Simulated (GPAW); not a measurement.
# Settings that the conductance of a Fe chain with a Cl atom on top of one atom needs, part 3 of 3

Wanted: a convergence study of zero-bias transport through a Fe chain with a Cl atom on top of one atom, with run times.

GPAW 26.7.0; GPAW LCAO, PAW setups; Landauer transmission from Green's functions with principal layers (ASE), zero bias.

So far. Step 17 (Grid spacing: h = 0.14): The conductance equals that of the base run to 0.2 %.

## (19) Lead periods between scatterer and principal layer, 8 atoms: buffer = 0

Lead periods next to the scatterer let its potential die away before the semi-infinite lead is joined.

This step: GPAW LCAO, PAW setups; Landauer transmission from Green's functions with principal layers (ASE), zero bias (GPAW 26.7.0).

System of this step: Fe chain with a Cl atom on top of one atom. The cell holds 8 atoms: 7 Fe and 1 Cl. Cell: a = 9.000 Å, b = 9.000 Å, c = 15.820 Å, α = 90.0°, β = 90.0°, γ = 90.0°. Regions: left lead, 3 atoms (3 Fe); channel, 2 atoms (1 Fe and 1 Cl); right lead, 3 atoms (3 Fe). Vacuum lies along a and b. The structure is stacked along c, and the current runs across the ab planes.

run.py reads:

```python
import json
import numpy as np
from ase import Atoms
from ase.transport.calculators import TransportCalculator
from gpaw import GPAW, FermiDirac
from gpaw.lcao.tools import get_lcao_hamiltonian
from scipy.linalg import eigh

# The junction with lead layers at both ends, along the third cell vector
device = Atoms(
    ['Fe', 'Fe', 'Fe', 'Fe', 'Cl', 'Fe', 'Fe', 'Fe'],
    positions=[
        [4.50000, 4.50000, 1.13000],
        [4.50000, 4.50000, 3.39000],
        [4.50000, 4.50000, 5.65000],
        [4.50000, 4.50000, 7.91000],
        [6.38030, 4.50000, 7.91000],
        [4.50000, 4.50000, 10.17000],
        [4.50000, 4.50000, 12.43000],
        [4.50000, 4.50000, 14.69000]],
    cell=[[9.0, 0.0, 0.0], [0.0, 9.0, 0.0], [0.0, 0.0, 15.82]],
    pbc=True,
    magmoms=[3.0, 3.0, 3.0, 3.0, 0.0, 3.0, 3.0, 3.0])

# One principal layer of the lead: the first 3 atoms of the device
lead = Atoms(
    ['Fe', 'Fe', 'Fe'],
    positions=[
        [4.50000, 4.50000, 1.13000],
        [4.50000, 4.50000, 3.39000],
        [4.50000, 4.50000, 5.65000]],
    cell=[[9.0, 0.0, 0.0], [0.0, 9.0, 0.0], [0.0, 0.0, 6.78]],
    pbc=True,
    magmoms=[3.0, 3.0, 3.0])

settings = dict(mode='lcao', basis='szp(dzp)', xc='LDA', h=0.18,
                occupations=FermiDirac(0.1), maxiter=250,
                mixer=dict(beta=0.05, nmaxold=8, weight=100.0),
                convergence=dict(density=0.0001))
energies = np.arange(-2, 2 + 1e-9, 0.05)
eta = 0.0001
n1, n2 = 1, 1
# k and -k transmit alike, so half of the mesh across the current serves
mesh = [(i, j) for i in range(n1) for j in range(n2) if (i, j) <= (-i % n1, -j % n2)]
weights = np.array([1 if (i, j) == (-i % n1, -j % n2) else 2 for i, j in mesh]) / (n1 * n2)

# [... helper functions left out ...]
fermi_lead = ground_state(lead, (1, 1, 17), 'lead.txt')
fermi_device = ground_state(device, (1, 1, 5), 'device.txt')
# [... loop over the mesh left out, but for ...]
        # Shift the lead onto the potential of the device's first layer
        shift = ((H[:, 0, 0] - H0[:, 0, 0]) / S0[0, 0]).real.mean()
# [...]
kT = 8.617333e-5 * 200
bias = [0.1, 0.2, 0.5, 1.0, 1.5, 2.0]
# [... integrals and printing left out ...]
```

Launch:

```sh
> OMP_NUM_THREADS=1 OPENBLAS_NUM_THREADS=2 python run.py
```

Wall time 51 s (2 threads of Intel Xeon Platinum 8559C (Emerald Rapids), shared host); peak memory 1.1 GiB.

This step gave:

```
conductance                                 : 1.960 G₀
largest misfit of the first principal layer : 0.1936 eV
shift that aligns the lead                  : 0.01755 eV
basis functions of the junction             : 72
transmission at the Fermi level, spin up    : 0.7051
site moments                                : 3.193, 3.180, 3.149, 2.414, 0.06858, 3.149, 3.180, 3.193 μB
```

Each spin. Table of transmission, zone mean by energy, zero at the Fermi level:

```tsv
energy (eV)	T, spin up	T, spin down
-2.00	1.92	0.997
-1.90	2.93	0.998
-1.80	2.91	0.998
-1.70	2.85	0.999
-1.55	2.71	0.999
-1.45	2.58	0.999
-1.35	2.42	0.999
-1.25	2.19	0.997
-1.15	2.29	0.997
-1.05	2.27	1.19
-0.90	0.706	2.11
-0.80	0.827	2.35
-0.70	0.849	2.47
-0.60	0.857	2.57
-0.50	0.858	2.68
-0.40	0.853	2.79
-0.25	0.833	2.96
-0.15	0.804	3.08
-0.05	0.750	3.18
0.00	0.705	3.22
0.05	0.637	3.25
0.15	0.364	3.96
0.25	0.00254	4.18
0.40	0.803	4.35
0.50	0.949	4.41
0.60	0.986	3.90
0.70	0.996	3.01
0.80	0.999	2.97
0.90	1.000	2.96
1.05	0.999	2.96
1.15	0.998	2.95
1.25	0.998	2.95
1.35	0.997	2.94
1.45	0.996	2.93
1.55	0.996	2.91
1.70	0.996	2.86
1.80	0.995	2.78
1.90	0.995	2.60
2.00	0.995	2.19
```

Not self-consistent under bias; the bias window is split evenly. Current through one cell, from the zero-bias transmission against bias:

```tsv
bias (V)	current through one cell, from the zero-bias transmission (μA)
0.100	15.2
0.200	30.3
0.500	76.8
1.000	160
1.500	238
2.000	307
```

Site moment by atom:

```tsv
atom	site moment (μB)
Fe1	3.19
Fe2	3.18
Fe3	3.15
Fe4	2.41
Cl5	0.07
Fe6	3.15
Fe7	3.18
Fe8	3.19
```

The conductance equals that of the base run to 0.2 %. Couplings past the next layer reach 3.9e-5 eV, small enough to drop; the matrix elements of the cell's first layer differ from the bulk lead's by up to 0.19 eV. That layer keeps its own values in the calculation, and only beyond it is the lead taken as perfect.

## (20) Lead periods between scatterer and principal layer, 10 atoms: buffer = 1

System of this step: Fe chain with a Cl atom on top of one atom. The cell holds 10 atoms: 9 Fe and 1 Cl. Its edges and angles: a = 9.000 Å, b = 9.000 Å, c = 20.340 Å, α = 90.0°, β = 90.0°, γ = 90.0°. Regions: left lead, 4 atoms (4 Fe); channel, 2 atoms (1 Fe and 1 Cl); right lead, 4 atoms (4 Fe). Vacuum lies along a and b. The structure is stacked along c, and the current runs across the ab planes.

Changes to run.py since step 19:

```diff
@@ -10,3 +10,3 @@
 device = Atoms(
-    ['Fe', 'Fe', 'Fe', 'Fe', 'Cl', 'Fe', 'Fe', 'Fe'],
+    ['Fe', 'Fe', 'Fe', 'Fe', 'Fe', 'Cl', 'Fe', 'Fe', 'Fe', 'Fe'],
     positions=[
@@ -16,9 +16,11 @@
         [4.50000, 4.50000, 7.91000],
-        [6.38030, 4.50000, 7.91000],
         [4.50000, 4.50000, 10.17000],
+        [6.38030, 4.50000, 10.17000],
         [4.50000, 4.50000, 12.43000],
-        [4.50000, 4.50000, 14.69000]],
-    cell=[[9.0, 0.0, 0.0], [0.0, 9.0, 0.0], [0.0, 0.0, 15.82]],
+        [4.50000, 4.50000, 14.69000],
+        [4.50000, 4.50000, 16.95000],
+        [4.50000, 4.50000, 19.21000]],
+    cell=[[9.0, 0.0, 0.0], [0.0, 9.0, 0.0], [0.0, 0.0, 20.34]],
     pbc=True,
-    magmoms=[3.0, 3.0, 3.0, 3.0, 0.0, 3.0, 3.0, 3.0])
+    magmoms=[3.0, 3.0, 3.0, 3.0, 3.0, 0.0, 3.0, 3.0, 3.0, 3.0])
 
@@ -48,3 +50,3 @@
 fermi_lead = ground_state(lead, (1, 1, 17), 'lead.txt')
-fermi_device = ground_state(device, (1, 1, 5), 'device.txt')
+fermi_device = ground_state(device, (1, 1, 4), 'device.txt')
 # [... loop over the mesh left out, but for ...]
```

Elapsed: 77 s, on 2 threads; peak memory 1.2 GiB.

This step gave:

| Property | Result |
| --- | --- |
| conductance | 1.951 G₀ |
| largest misfit of the first principal layer | 0.03420 eV |
| shift that aligns the lead | 0.01496 eV |
| basis functions of the junction | 90 |
| transmission at the Fermi level, spin up | 0.6972 |
| transmission at the Fermi level, spin down | 3.214 |

Each spin. Transmission, zone mean against energy, zero at the Fermi level:

```tsv
energy (eV)	T, spin up	T, spin down
-2.000	2.07	0.997
-1.900	2.93	0.997
-1.800	2.89	0.998
-1.600	2.78	0.999
-1.400	2.55	0.999
-1.200	2.28	0.996
-1.000	2.17	1.18
-0.800	0.823	2.34
-0.600	0.853	2.55
-0.400	0.848	2.79
-0.200	0.815	3.02
0.000	0.697	3.21
0.200	0.117	3.98
0.400	0.813	4.37
0.450	0.907	4.41
0.600	0.987	4.02
0.800	0.999	2.97
1.000	0.999	2.97
1.200	0.998	2.95
1.400	0.997	2.94
1.600	0.996	2.91
1.800	0.996	2.82
2.000	0.995	2.36
```

Not self-consistent under bias; the bias window is split evenly. Table of current through one cell, from the zero-bias transmission by bias:

```tsv
bias (V)	current through one cell, from the zero-bias transmission (μA)
0.100	15.1
0.200	30.1
0.500	76.2
1.000	159
1.500	237
2.000	306
```

Site moment by atom:

```tsv
atom	site moment (μB)
Fe1	3.20
Fe2	3.19
Fe3	3.18
Fe4	3.15
Fe5	2.44
Cl6	0.07
Fe7	3.15
Fe8	3.18
Fe9	3.19
Fe10	3.20
```

The conductance, 1.95 G₀, lies 0.5 % below that of the base run. Couplings past the next layer reach 3.9e-5 eV, small enough to drop; the matrix elements of the cell's first layer differ from the bulk lead's by up to 0.034 eV. That layer keeps its own values in the calculation, and only beyond it is the lead taken as perfect.

## (21) Varying the lead periods between scatterer and principal layer, 16 atoms: buffer = 4

System of this step: Fe chain with a Cl atom on top of one atom. The cell holds 16 atoms: 15 Fe and 1 Cl. Its edges and angles: a = 9.000 Å, b = 9.000 Å, c = 33.900 Å, α = 90.0°, β = 90.0°, γ = 90.0°. Regions: left lead, 7 atoms (7 Fe); channel, 2 atoms (1 Fe and 1 Cl); right lead, 7 atoms (7 Fe). Vacuum lies along a and b. The structure is stacked along c, and the current runs across the ab planes.

Changes to run.py since step 20:

```diff
@@ -10,3 +10,3 @@
 device = Atoms(
-    ['Fe', 'Fe', 'Fe', 'Fe', 'Fe', 'Cl', 'Fe', 'Fe', 'Fe', 'Fe'],
+    ['Fe', 'Fe', 'Fe', 'Fe', 'Fe', 'Fe', 'Fe', 'Fe', 'Cl', 'Fe', 'Fe', 'Fe', 'Fe', 'Fe', 'Fe', 'Fe'],
     positions=[
@@ -17,3 +17,2 @@
         [4.50000, 4.50000, 10.17000],
-        [6.38030, 4.50000, 10.17000],
         [4.50000, 4.50000, 12.43000],
@@ -21,6 +20,13 @@
         [4.50000, 4.50000, 16.95000],
-        [4.50000, 4.50000, 19.21000]],
-    cell=[[9.0, 0.0, 0.0], [0.0, 9.0, 0.0], [0.0, 0.0, 20.34]],
+        [6.38030, 4.50000, 16.95000],
+        [4.50000, 4.50000, 19.21000],
+        [4.50000, 4.50000, 21.47000],
+        [4.50000, 4.50000, 23.73000],
+        [4.50000, 4.50000, 25.99000],
+        [4.50000, 4.50000, 28.25000],
+        [4.50000, 4.50000, 30.51000],
+        [4.50000, 4.50000, 32.77000]],
+    cell=[[9.0, 0.0, 0.0], [0.0, 9.0, 0.0], [0.0, 0.0, 33.9]],
     pbc=True,
-    magmoms=[3.0, 3.0, 3.0, 3.0, 3.0, 0.0, 3.0, 3.0, 3.0, 3.0])
+    magmoms=[3.0, 3.0, 3.0, 3.0, 3.0, 3.0, 3.0, 3.0, 0.0, 3.0, 3.0, 3.0, 3.0, 3.0, 3.0, 3.0])
 
@@ -50,3 +56,3 @@
 fermi_lead = ground_state(lead, (1, 1, 17), 'lead.txt')
-fermi_device = ground_state(device, (1, 1, 4), 'device.txt')
+fermi_device = ground_state(device, (1, 1, 3), 'device.txt')
 # [... loop over the mesh left out, but for ...]
```

Run time: 3.4 min. Hardware: 2 threads; peak memory 1.9 GiB.

Each spin. Table of transmission, zone mean by energy, zero at the Fermi level:

```tsv
energy (eV)	T, spin up	T, spin down
-2.00	2.08	0.997
-1.90	2.94	0.997
-1.80	2.90	0.998
-1.70	2.84	0.998
-1.55	2.71	0.999
-1.45	2.61	0.999
-1.35	2.47	0.998
-1.25	2.21	0.997
-1.15	2.36	0.997
-1.05	2.32	1.17
-0.90	0.734	2.10
-0.80	0.829	2.31
-0.70	0.850	2.46
-0.60	0.857	2.57
-0.50	0.858	2.68
-0.40	0.852	2.78
-0.25	0.831	2.96
-0.15	0.801	3.07
-0.05	0.746	3.18
0.00	0.699	3.22
0.05	0.628	3.25
0.15	0.343	3.87
0.25	0.00816	4.13
0.40	0.813	4.32
0.50	0.951	4.41
0.60	0.986	3.91
0.70	0.996	3.00
0.80	0.999	2.97
0.90	0.999	2.96
1.05	0.998	2.96
1.15	0.998	2.95
1.25	0.997	2.95
1.35	0.996	2.94
1.45	0.996	2.93
1.55	0.995	2.92
1.70	0.995	2.87
1.80	0.995	2.79
1.90	0.995	2.65
2.00	0.995	2.38
```

The conductance, 1.95 G₀, lies 0.4 % below that of the base run. Couplings past the next layer reach 3.9e-5 eV, small enough to drop; the matrix elements of the cell's first layer differ from the bulk lead's by up to 0.0080 eV. That layer keeps its own values in the calculation, and only beyond it is the lead taken as perfect.

## (22) Lead periods between scatterer and principal layer, 20 atoms: buffer = 6

System of this step: Fe chain with a Cl atom on top of one atom. The cell holds 20 atoms: 19 Fe and 1 Cl. Cell: a = 9.000 Å, b = 9.000 Å, c = 42.940 Å, α = 90.0°, β = 90.0°, γ = 90.0°. Regions: left lead, 9 atoms (9 Fe); channel, 2 atoms (1 Fe and 1 Cl); right lead, 9 atoms (9 Fe). Vacuum lies along a and b. The structure is stacked along c, and the current runs across the ab planes.

Changes to run.py since step 21:

```diff
@@ -10,3 +10,3 @@
 device = Atoms(
-    ['Fe', 'Fe', 'Fe', 'Fe', 'Fe', 'Fe', 'Fe', 'Fe', 'Cl', 'Fe', 'Fe', 'Fe', 'Fe', 'Fe', 'Fe', 'Fe'],
+    ['Fe', 'Fe', 'Fe', 'Fe', 'Fe', 'Fe', 'Fe', 'Fe', 'Fe', 'Fe', 'Cl', 'Fe', 'Fe', 'Fe', 'Fe', 'Fe', 'Fe', 'Fe', 'Fe', 'Fe'],
     positions=[
@@ -20,5 +20,5 @@
         [4.50000, 4.50000, 16.95000],
-        [6.38030, 4.50000, 16.95000],
         [4.50000, 4.50000, 19.21000],
         [4.50000, 4.50000, 21.47000],
+        [6.38030, 4.50000, 21.47000],
         [4.50000, 4.50000, 23.73000],
@@ -27,6 +27,10 @@
         [4.50000, 4.50000, 30.51000],
-        [4.50000, 4.50000, 32.77000]],
-    cell=[[9.0, 0.0, 0.0], [0.0, 9.0, 0.0], [0.0, 0.0, 33.9]],
+        [4.50000, 4.50000, 32.77000],
+        [4.50000, 4.50000, 35.03000],
+        [4.50000, 4.50000, 37.29000],
+        [4.50000, 4.50000, 39.55000],
+        [4.50000, 4.50000, 41.81000]],
+    cell=[[9.0, 0.0, 0.0], [0.0, 9.0, 0.0], [0.0, 0.0, 42.94]],
     pbc=True,
-    magmoms=[3.0, 3.0, 3.0, 3.0, 3.0, 3.0, 3.0, 3.0, 0.0, 3.0, 3.0, 3.0, 3.0, 3.0, 3.0, 3.0])
+    magmoms=[3.0, 3.0, 3.0, 3.0, 3.0, 3.0, 3.0, 3.0, 3.0, 3.0, 0.0, 3.0, 3.0, 3.0, 3.0, 3.0, 3.0, 3.0, 3.0, 3.0])
 
@@ -56,3 +60,3 @@
 fermi_lead = ground_state(lead, (1, 1, 17), 'lead.txt')
-fermi_device = ground_state(device, (1, 1, 3), 'device.txt')
+fermi_device = ground_state(device, (1, 1, 2), 'device.txt')
 # [... loop over the mesh left out, but for ...]
```

Wall time 5.4 min (2 threads); peak memory 2.4 GiB.

The conductance, 1.96 G₀, lies 0.3 % below that of the base run. Couplings past the next layer reach 3.9e-5 eV, small enough to drop; the matrix elements of the cell's first layer differ from the bulk lead's by up to 0.0058 eV. That layer keeps its own values in the calculation, and only beyond it is the lead taken as perfect.

## (23) Convergence in the lead periods between scatterer and principal layer

This step: convergence of the conductance (GPAW 26.7.0).

Conductance against lead periods between scatterer and principal layer:

```tsv
lead periods between scatterer and principal layer	conductance (G₀)
0.00	1.96
1.00	1.95
2.00	1.96
4.00	1.95
6.00	1.96
```

## (24) Summary of results

```yaml
conductance_at_the_base_settings: 1.96 G₀
range_over_the_width_of_the_vacuum_box_5_to_13_a: 1.59 to 1.96 G₀
range_over_the_periods_in_a_principal_layer_1_to_4: 1.85 to 1.96 G₀
range_over_the_grid_spacing_0p14_to_0p3_a: 1.96 to 1.96 G₀
range_over_the_lead_periods_between_scatterer_and_principal_layer_0_to_6: 1.95 to 1.96 G₀
```

At the base settings the conductance, averaged at 200 K, is 1.96 G₀. In the width of the vacuum box, 7.5 Å already gives the conductance within 3 % of the finest value tried; currents at finite bias may need more. In the periods in a principal layer, 2 already gives the conductance within 3 % of the finest value tried; currents at finite bias may need more. In the grid spacing, no value tried moves the conductance by 3 %. In the lead periods between scatterer and principal layer, no value tried moves the conductance by 3 %. Over the ranges tried, the width of the vacuum box moves it most, counted as a ratio. The geometry was built from estimated bond lengths and not relaxed, so the numbers describe this model structure. The moments started parallel, and no other order was tried; chains of Cr or Mn atoms, among others, may prefer antiparallel neighbours. An evenly spaced straight chain is an idealisation: free chains tend to dimerise, zigzag or, where a band edge lies near the Fermi level, turn magnetic. The currents use the zero-bias T(E) throughout, which holds only while the bias is small against the distance to the nearest feature. One magnetic start was tried; another order may lie lower. The thermopower isn't quoted: it samples T(E) farther from the Fermi level than the conductance does, and the energy grid wasn't tested for it.

[Logs are printed without paths, hosts, clocks, repeated set-up lines and the standing remarks that a program may print on its own settings, such as how far it seeks lower states.]

[Hosts, paths, dates, database ids (printed as entryN), source tags and the programs' standing remarks are cut or masked in the printed files.]
